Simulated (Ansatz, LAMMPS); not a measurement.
# Structural relaxation of a frame of liquid fluorobenzene from 280 K (192 atoms), part 3 of 3

Aim: bring a frame of liquid fluorobenzene from 280 K (192 atoms) to a nearby minimum of the energy and see what moves.

Ansatz 0.2.0; Kohn-Sham DFT, PBE+D4, PAW (set soft_2), plane waves.

The cell: 16 F, 96 C and 80 H. The network of contacts between molecules at the start is that of the classical potential that made the cell. The density was typed from a rule of thumb and may lie off the real one at this temperature. The Brillouin zone is sampled at Γ only, in a cell whose shortest periodic width is 14 Å.

So far, density (g/cm³): step 5 (local order after relaxation) 1.02.

**6. Single point at the relaxed geometry**

One more single point at the end of the walk gives the fuller output and checks the residual forces.

The input, input.yaml:

```yaml
crystal:
  lattice:
    - [13.57805, 0.0, 0.0]
    - [0.0, 13.57805, 0.0]
    - [0.0, 0.0, 13.57805]
  atoms:
    - { symbol: F, position: [0.16176, 0.60831, 0.6443] }
    - { symbol: C, position: [0.21619, 0.60389, 0.56024] }
    - { symbol: C, position: [0.26067, 0.68942, 0.52597] }
    - { symbol: C, position: [0.31601, 0.68417, 0.43946] }
    - { symbol: C, position: [0.32624, 0.59493, 0.38935] }
    - { symbol: C, position: [0.28039, 0.51031, 0.42576] }
    - { symbol: C, position: [0.22457, 0.51404, 0.51196] }
    - { symbol: H, position: [0.25119, 0.75846, 0.56564] }
    - { symbol: H, position: [0.35039, 0.75072, 0.41073] }
    - { symbol: H, position: [0.3696, 0.59179, 0.32187] }
    - { symbol: H, position: [0.28817, 0.44035, 0.38707] }
    - { symbol: H, position: [0.18856, 0.44891, 0.54179] }
    - { symbol: F, position: [0.09697, 0.08558, 0.66184] }
    - { symbol: C, position: [0.01607, 0.03578, 0.69434] }
    - { symbol: C, position: [0.93102, 0.08882, 0.71546] }
    - { symbol: C, position: [0.84875, 0.03721, 0.74927] }
    - { symbol: C, position: [0.85272, 0.93518, 0.76125] }
    - { symbol: C, position: [0.93919, 0.88403, 0.7393] }
    - { symbol: C, position: [0.02239, 0.93423, 0.70524] }
    - { symbol: H, position: [0.92987, 0.16849, 0.70594] }
    - { symbol: H, position: [0.78142, 0.07698, 0.76729] }
    - { symbol: H, position: [0.78869, 0.89583, 0.78897] }
    - { symbol: H, position: [0.94239, 0.80438, 0.7491] }
    - { symbol: H, position: [0.09082, 0.8963, 0.68756] }
    - { symbol: F, position: [0.88002, 0.36722, 0.08907] }
    - { symbol: C, position: [0.92711, 0.44768, 0.05164] }
    - { symbol: C, position: [0.93705, 0.53062, 0.11079] }
    - { symbol: C, position: [0.98536, 0.61251, 0.07151] }
    - { symbol: C, position: [0.02231, 0.61036, 0.97555] }
    - { symbol: C, position: [0.0111, 0.52576, 0.91808] }
    - { symbol: C, position: [0.96315, 0.44303, 0.95599] }
    - { symbol: H, position: [0.90646, 0.53135, 0.18496] }
    [... 154 atom lines left out ...]
    - { symbol: C, position: [0.62891, 0.18058, 0.91517] }
    - { symbol: H, position: [0.51621, 0.96529, 0.84978] }
    - { symbol: H, position: [0.65311, 0.89792, 0.95314] }
    - { symbol: H, position: [0.77341, 0.01158, 0.03214] }
    - { symbol: H, position: [0.75781, 0.1924, 0.00699] }
    - { symbol: H, position: [0.61964, 0.25936, 0.90377] }
kpoints:
  mp_grid: { grid: [1, 1, 1] }
hamiltonian:
  xc: pbe
  dispersion: d4
scf:
  occupations: { method: gaussian, width: 0.025 }
output:
  forces: true
  stress: true
  populations: true
  dos:
    method: { smearing: { sigma: 0.1 } }
    de: 0.1
    projected: { site_lists: { C: [C], F: [F], H: [H] } }
  eigenvalues: true
  write_density: true
  write_potential: true
  volumetric_format: npy
  elf: true
```

Started as:

```
ansatz run input.yaml --threads 4 --pin off --max-ram 8192MiB --backend cpu --events-out ev --progress --plain --runs-dir out
```

Numbers of over 12 decimals in the logs are rounded to 6 here.

The program printed:

```text
[...]
Crystal: 192 atoms, lattice volume = 2503.296 Å³
Basis set: ecut = 420 eV, 48885 PW (Γ), exchange–correlation on 192×192×192 points (8 copies of the dense FFT grid, shifted against one another)
Bands: 480, of which v1, the nominal top of the filled ones, is band 288 counted from 1 (287 counted from 0)
Symmetry: 1 space group operations
[...]
k-points: 1
[...]
SCF iter   1: F=—  HF=-38297.149752 eV  |F-HF|=—  |Δ(HF+E_count)|=         —  Δρ=2.83e-3  dr2=3.04e-1  ethr=1.77e-3  ⟨swp⟩=6.0  Hψ=2138  notcnv=0  defer=81
[...]
SCF iter   9: F=-38297.160560 eV  HF=-38297.160560 eV  |F-HF|=5.73e-8  |Δ(HF+E_count)|=   1.19e-7  Δρ=1.45e-6  dr2=8.26e-8  ethr=1.74e-11  ⟨swp⟩=20.0  Hψ=4309  notcnv=0
SCF 1 converged in 9 iterations: F = -38297.160560 eV  dr2 = 8.26e-8
[...]
WARN: The input density's exchange-correlation potential varies sharply where the density is thin. Do not read a vacuum level from v_tot or v_xc, or from such a field of the output density. On a cell that repeats whose density bears no net charge and no dipole along the vacuum's axis use v_es (v_loc + v_h of the components); [...]
SCF converged after 9 iterations
Free energy (F): -38297.160560 eV
[...]
Internal energy: -38297.160560 eV  (E = F + TS)
E sigma→0 (E₀):  -38297.160560 eV
Fermi energy:    0.877003 eV
[...]
--- Forces (eV/Å), atoms counted from 1 ---
  atom   1  F     -0.00021122    -0.00075972     0.00157333
  atom   2  C     -0.00216373    -0.00147644    -0.00229994
  atom   3  C      0.00184297    -0.00345718    -0.00149094
  atom   4  C      0.00623538    -0.00267282     0.00115915
  atom   5  C     -0.00451394    -0.00074730     0.00041607
  atom   6  C      0.00601678     0.00023976     0.00051989
  atom   7  C      0.00032957     0.00307106     0.00355023
  atom   8  H     -0.00117338    -0.00065340    -0.00021593
  atom   9  H     -0.00223709    -0.00084704    -0.00084025
  atom  10  H     -0.00135633     0.00069439    -0.00098514
  atom  11  H     -0.00035739     0.00224674    -0.00050029
  atom  12  H      0.00003034     0.00231998    -0.00126428
  atom  13  F     -0.00368262    -0.00170606     0.00187001
  atom  14  C      0.00046261     0.00273940    -0.00195861
[...]
atom 191  H      0.00645229     0.00148876     0.00520233
  atom 192  H     -0.00089566     0.01472521    -0.00038955
  max |Σ_I F_I| component: 8.34e-5 eV/Å
--- Stress (GPa, compression-positive) ---
       -0.357979       0.005836      -0.003231
        0.005836      -0.323637       0.013969
       -0.003231       0.013968      -0.325314
  P = ⅓ Tr σ = -0.3356 GPa (-3.356 kbar)
--- Band table (eV) ---
[...]
--- Löwdin populations: 192 sites ---
  site symbol       q [e]
     0      F      7.2448
     1      C      3.6388
     2      C      4.1584
[...]
191      H      0.7865
  spilling = 0.012453 (of n_electrons = 576.000000)
```

Run time: 61 s. Hardware: 4 threads of Arm Neoverse V1, shared host; peak memory 3.4 GiB; 4 min of CPU time.

The program notes that the exchange-correlation potential is rough where the density is thin.

The run gave:

- free energy: -38297.1606 eV
- free energy per atom: -199.4644 eV/atom
- SCF cycles: 9
- pressure: -0.3356 GPa
- r.m.s. force component: 0.00734 eV/Å
- longest force: 0.05394 eV/Å
- Fermi energy: 0.877 eV
- gap (highest filled to lowest empty level): 4.305 eV
- spilling of the projection: 0.01245

Löwdin charges by element (they lack the spilled electrons, 0.037 e an atom on average):

```tsv
element	coordination	atoms	mean charge (e)	spread	least	most
C	all	96	-0.057	0.182	-0.172	0.361
F	all	16	-0.242	0.0026	-0.246	-0.237
H	all	80	0.206	0.0075	0.188	0.222
```

Density of states as counts of states in windows of 1 eV (from the Fermi level), total and the larger projections:

```tsv
from (eV)	to (eV)	total	C p	H s	F p
-10	-9	31.9	15.8	4.5	8.4
-9	-8	52.5	28.7	8.6	9.6
-8	-7	61.1	29.7	5.7	23.1
-7	-6	46.5	30.9	11.5	2.0
-6	-5	79.6	47.0	8.8	22.0
-5	-4	48.3	31.0	9.1	7.6
-4	-3	0.7	0.7	0.0	0.0
-3	-2	63.3	59.3	0.0	3.7
-2	1	0.0	0.0	0.0	0.0
1	2	0.2	0.2	0.0	0.0
2	3	65.2	58.5	1.2	1.0
3	4	17.8	2.8	5.6	0.3
4	5	34.4	5.5	9.1	0.8
```

Between -26 and -10 eV lie 160 more states.

About 32 of the 576 electrons lie in deeper levels, below the stored range.

The levels nearest the highest filled one (over half full), pooled over k-points and spins:

```tsv
level less the highest filled one (eV)	occupation
-0.116	2
-0.105	2
-0.0991	2
-0.0415	2
-0.0078	2
0	2
4.30	0
4.32	0
4.33	0
4.37	0
4.38	0
4.42	0
```

Electrostatic potential energy in the bc plane at fractional x = 0.010, with atoms of C and F and H within 0.2 Å of it. With pseudopotentials it is smooth inside the atoms' cores, unlike the true potential.

Ten even steps from '0' (-46 eV) to '9' (5 eV), each cell a mean:
```
00576500399999986676651017999999889872
35899843599999987650025568999999999996
26999999999999999872148999999999999996
99999999999999999997789999999999999999
99999999999999999999999999999999999999
98899999999999999999999999999999998788
31268999999999999999999999999999983015
20168999999999999999999999999999984125
76789999999999999999999999999999999889
99999999999999999999999999999999999999
99999999999999999999999999999999999999
99999999999999999999999998898789999999
99999855789999999999999974576456786469
99999865689999999999998645688730041017
99999998888888999999655003799852266579
99999999998412699999767436899988899999
99999999998200589999999999999999999999
99999999999867448999999999999999999999
98899999999999999999999999999999999999
87788999999999999999999999999999998878
88875689999999999999999886689999998557
99875689999999999999985245689999998678
88753689999999999999983037999999984127
34510367899999999999984258999998455235
```
Columns run along b (13.6 Å; values clipped at the 3rd and 97th percentile), rows up along c (13.6 Å). Atoms in or near the plane, at fractional coordinates: C at (0.04, 0.69), C at (0.93, 0.71), C at (0.61, 0.98), C at (0.53, 0.92), C at (0.33, 0.32), F at (0.93, 0.43), C at (0.83, 0.42), C at (0.63, 0.38), F at (0.19, 0.96), C at (0.01, 0.98), H at (0.00, 0.90).

ELF in the bc plane at fractional x = 0.010, with atoms of C and F and H within 0.2 Å of it. It is the smooth field of the valence electrons, not physical close to the nuclei.

Ten even steps from '0' (0.00 × 1e-1) to '9' (9.96 × 1e-1), each cell a mean:
```
34763666872003566775575157741039985356
98511588751027876784278668872002320158
99610255410037742356665324541000000169
43100000000013200169985100000000000013
01121000000000000279985100000232234421
56763111000000000025541000004653357765
74663111100000000000000000002432256448
72441000000000000000000000000000256458
75420000000000000000000000000000135667
22100000000000000000000000001100001222
00001111121000000000001222234442000000
00035445553100000000002455677664101432
10034568873100000000002576676688436886
30024688742111110004655688533575366677
20014665311355531029998436410355445776
00000111014544653007998657632468621231
12210000036524897301554467655555310000
46641000025568999500000023444321000001
56642111001246885100000000000000255323
76675567610000100013321124420002787667
54676678830000001345665589995000246666
10267754200000014545676589995000136885
32467731000000145421256565430026776456
56863555641000256520147874200069998578
```
Columns run along b (13.6 Å), rows up along c (13.6 Å). Atoms in or near the plane, at fractional coordinates: C at (0.04, 0.69), C at (0.93, 0.71), C at (0.61, 0.98), C at (0.53, 0.92), C at (0.33, 0.32), F at (0.93, 0.43), C at (0.83, 0.42), C at (0.63, 0.38), F at (0.19, 0.96), C at (0.01, 0.98), H at (0.00, 0.90).

Mean Löwdin charges: C -0.06, F -0.24, H +0.21 e (they miss 1.2 % of the electrons, so they add up to more than the cell's charge). The largest share in the top eV of filled states is C p (94 % of the projected weight), and in the lowest eV of empty states C p (95 % of the projected weight).

A closer look about F145, one of the 16 F atoms: 8 atoms, nearest first, numbered in the order of the input, with positions taken from that point.

```tsv
atom	x	y	z	distance (Å)	bonds	Löwdin charge (e)
F145	0.00	0.00	0.00	0.00	1	-0.25
C146	-0.13	-1.09	0.81	1.36	3	0.34
C147	0.00	-2.35	0.24	2.37	3	-0.15
C151	-0.38	-0.90	2.16	2.37	3	-0.16
H95	2.56	0.45	0.03	2.60	1	0.20
H152	0.19	-2.46	-0.83	2.60	1	0.21
H156	-0.48	0.11	2.56	2.61	1	0.21
H36	-0.56	2.58	-0.65	2.72	1	0.22
```

The column of bonds counts only the pairs C-C within 1.77 Å, C-H within 1.34 Å, C-F within 1.62 Å; other neighbours, such as metal atoms beside each other in a compound, aren't counted, and periodic images can show an atom twice.

**7. What came out**

- energy change in the relaxation: -41.81 meV/atom
- r.m.s. displacement: 0.821 Å
- largest displacement: 2.005 Å
- free energy per atom: -199.4644 eV/atom
- pressure: -0.3356 GPa
- r.m.s. force component: 0.00734 eV/Å
- gap (highest filled to lowest empty level): 4.305 eV
- wall time of the 3 DFT runs: 14 min

Relaxation lowers the energy by 41.8 meV/atom and moves atoms by 0.82 Å r.m.s.; the r.m.s. force component goes from 0.97 to 0.0073 eV/Å, the pressure goes from 1.5 to -0.34 GPa, and the gap from 4.14 to 4.30 eV. By the final cutoffs no bond was broken or made. From the first step to the last the energy fell by 8.028 eV, and the largest move was 2.00 Å (F181). The C-F bonds change most in mean length: from 1.347 Å (spread 0.028) to 1.363 Å (spread 0.002). Counting bonds as in the table, all C atoms have 3, all F atoms have 1 and all H atoms have 1 bonded neighbour. Between filled and empty levels lie 4.30 eV (at Γ alone); a semilocal functional tends to put such gaps too low. In a disordered cell it changes from sample to sample and from frame to frame.

Caveats: The network of contacts between molecules at the start is that of the classical potential that made the cell; in DFT atoms moved by 0.82 Å r.m.s.

[Logs are printed without paths, hosts, clocks, repeated set-up lines and the standing remarks that a program may print on its own settings, such as how far it seeks lower states.]

[Hosts, paths, dates, database ids (printed as entryN), source tags and the programs' standing remarks are cut or masked in the printed files.]
